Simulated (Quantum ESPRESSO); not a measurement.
**BP (F-43m): the LO frequency by hand**

How high does the longitudinal optical mode of BP (F-43m) lie, given the transverse one, the Born charge and ε∞?

Method: DFT LDA, scalar-relativistic, plane waves, PseudoDojo norm-conserving pseudopotentials, in Quantum ESPRESSO 7.5.

### 1. The relaxed structure

It takes space group F-43m (No. 216, cubic). Conventional cell: a = 4.487 Å, b = 4.487 Å, c = 4.487 Å, α = 90.00°, β = 90.00°, γ = 90.00°. Nearest to B lie 4 P at 1.94 Å. Nearest to P lie 4 B at 1.94 Å. Farther neighbours are not listed.

As a file:

```cif
data_structure
_symmetry_space_group_name_H-M 'F-43m'
_symmetry_Int_Tables_number 216
_cell_length_a 4.4871
_cell_length_b 4.4871
_cell_length_c 4.4871
_cell_angle_alpha 90.000
_cell_angle_beta 90.000
_cell_angle_gamma 90.000
_cell_volume 90.34
loop_
_atom_site_label
_atom_site_type_symbol
_atom_site_symmetry_multiplicity
_atom_site_Wyckoff_symbol
_atom_site_fract_x
_atom_site_fract_y
_atom_site_fract_z
_atom_site_occupancy
B1 B 4 a 0.00000 0.00000 0.00000 1
P1 P 4 d 0.25000 0.25000 0.75000 1
```

This is the cell after its relaxation at this level of theory, not the database cell from which that began.

### 2. What the response run gave

A linear-response run on the relaxed cell, with the response to an electric field; only its zone-centre results are used. Cutoff 76 Ry, k mesh 12×12×12.

Log:

```text
[banners, grids, parts of the stress and lines that vanish by symmetry left out]
Program PHONON v.7.5
     Reading xml data from directory:

[...]
Exchange-correlation= PW
                           (   1   4   0   0   0   0   0)
[...]
kinetic-energy cut-off    =      76.0000  Ry
     charge density cut-off    =     304.0000  Ry
     convergence threshold     =      1.0E-18
[...]
Exchange-correlation= PW
                           (   1   4   0   0   0   0   0)
[...]
q = (   0.0000000   0.0000000   0.0000000 )
     25 Sym.Ops. (with q -> -q+G )
     G cutoff =  276.8291  (  13635 G-vectors)     FFT grid: ( 36, 36, 36)
     number of k points=    72
[...]
Mode symmetry, T_d (-43m)  point group:
[...]
Dielectric constant
[...]
End of electric fields calculation
          Dielectric constant in cartesian axis
          (       9.159409104       0.000000000       0.000000000 )
          (       0.000000000       9.159409104      -0.000000000 )
          (       0.000000000      -0.000000000       9.159409104 )
          Effective charges (d Force / dE) in cartesian axis without acoustic sum rule applied (asr)
           atom    1  B     Mean Z*:       -0.64511
      Ex  (       -0.64511       -0.00000       -0.00000 )
      Ey  (       -0.00000       -0.64511       -0.00000 )
      Ez  (        0.00000       -0.00000       -0.64511 )
           atom    2  P     Mean Z*:        0.64147
      Ex  (        0.64147        0.00000        0.00000 )
      Ey  (        0.00000        0.64147        0.00000 )
      Ez  (       -0.00000        0.00000        0.64147 )
          Effective charges Sum: Mean:       -0.00364
[...]
Effective charges (d Force / dE) in cartesian axis with asr applied:
           atom    1  B     Mean Z*:       -0.64329
[...]
atom    2  P     Mean Z*:        0.64329
[...]
Representation #   1 modes #   1   2   3
[...]
End of self-consistent calculation
     Convergence has been achieved
     Representation #   2 modes #   4   5   6
[...]
End of self-consistent calculation
     Convergence has been achieved
[...]
Dielectric constant in cartesian axis
          (       9.159409104       0.000000000       0.000000000 )
          (       0.000000000       9.159409104      -0.000000000 )
          (       0.000000000      -0.000000000       9.159409104 )
          Effective charges (d Force / dE) in cartesian axis without acoustic sum rule applied (asr)
           atom    1  B     Mean Z*:       -0.64511
      Ex  (       -0.64511       -0.00000       -0.00000 )
      Ey  (       -0.00000       -0.64511       -0.00000 )
      Ez  (        0.00000       -0.00000       -0.64511 )
           atom    2  P     Mean Z*:        0.64147
      Ex  (        0.64147        0.00000        0.00000 )
      Ey  (        0.00000        0.64147        0.00000 )
      Ez  (       -0.00000        0.00000        0.64147 )
          Effective charges Sum: Mean:       -0.00364
[...]
Effective charges (d Force / dE) in cartesian axis with asr applied:
           atom    1  B     Mean Z*:       -0.64329
[...]
atom    2  P     Mean Z*:        0.64329
[...]
q = (    0.000000000   0.000000000   0.000000000 )
[...]
freq (    1) =      -0.017120 [THz] =      -0.571060 [cm-1]
     freq (    2) =      -0.017120 [THz] =      -0.571060 [cm-1]
     freq (    3) =      -0.017120 [THz] =      -0.571060 [cm-1]
     freq (    4) =      24.618968 [THz] =     821.200364 [cm-1]
     freq (    5) =      24.618968 [THz] =     821.200364 [cm-1]
     freq (    6) =      24.618968 [THz] =     821.200364 [cm-1]
[...]
Mode symmetry, T_d (-43m)  point group:
     freq (   1-   3) =         -0.6  [cm-1]   --> T_2  G_15 P_4   I+R
     freq (   4-   6) =        821.2  [cm-1]   --> T_2  G_15 P_4   I+R

   JOB DONE.
```

| quantity | value |
| --- | --- |
| cell volume Ω (Å³) | 22.586 |
| mass of B (u) | 10.810 |
| mass of P (u) | 30.974 |
| Born charge of B, raw (e) | -0.645 |
| Born charge of P, raw (e) | 0.641 |
| ε∞ | 9.159 |
| ω(TO) after the sum rule (cm⁻¹) | 821.2 |

### 3. The calculation

The charges must sum to zero over the cell; taking off their mean, -0.002 e, leaves Z* = -0.643 e on B. In the polar mode B moves against P, so the reduced mass is μ = 10.81 × 30.97 / 41.78 = 8.013 u.

A longitudinal wave builds up a field that adds to the restoring force: ω(LO)² = ω(TO)² + 4π Z*² / (μ Ω ε∞), in Hartree atomic units. With μ = 14607 electron masses and Ω = 152.42 bohr³ the second term is 2.5502e-07 Ha², or 12284 cm⁻² (1 Ha = 219474.6 cm⁻¹).

So ω(LO) = √(674369 + 12284) = 828.6 cm⁻¹, and by the Lyddane-Sachs-Teller relation ε₀ = ε∞ (ω(LO)/ω(TO))² = 9.33.

### 4. Check against the program

The analysis program adds the same non-analytic term to the full matrix, here for q along (1 0 0).

Log:

```text
[banner, memory and clock lines left out]
Program DYNMAT v.7.5

     Reading Dynamical Matrix from file g.dyn
     ...Force constants read
     ...epsilon and Z* read

     Polarizability (A^3 units)
     multiply by 0.268831 for Clausius-Mossotti correction
        14.665067    0.000000    0.000000
         0.000000   14.665067   -0.000000
         0.000000   -0.000000   14.665067

     IR activities are in (D/A)^2/amu units

# mode   [cm-1]    [THz]      IR
    1      0.00    0.0000    0.0000
    2      0.00    0.0000    0.0000
    3      0.00    0.0000    0.0000
    4    821.20   24.6190    1.1914
    5    821.20   24.6190    1.1914
    6    828.65   24.8422    1.1914
```

ε₀ comes from the program's run without a direction of q.

| quantity | by hand | program |
| --- | --- | --- |
| ω(LO) (cm⁻¹) | 828.6 | 828.6 |
| ε₀ | 9.33 | 9.33 |

### 5. Results

```yaml
to_mode: 821.2 cm⁻¹
lo_mode: 828.6 cm⁻¹
static_dielectric_constant: 9.326
```

In words: The LO mode of BP (F-43m) lies at 829 cm⁻¹, 7 cm⁻¹ above the TO mode; the formula meets the program within 0.1 cm⁻¹, as it must for a cubic crystal with one polar mode. ω(LO)² − ω(TO)² goes with Z*²/ε∞: an error of 5 % in ε∞ would move the LO mode by 0.4 cm⁻¹, and semilocal functionals tend to overestimate ε∞. These are harmonic values at zero temperature, at the volume of this functional, for the structure held cubic; stability elsewhere in the zone is no part of this calculation.

[Host names and launcher messages were left out of these logs when they were recorded.]

[Logs are printed without paths, hosts, clocks, repeated set-up lines and the standing remarks that a program may print on its own settings, such as how far it seeks lower states.]

[Hosts, paths, dates, database ids (printed as entryN), source tags and the programs' standing remarks are cut or masked in the printed files.]
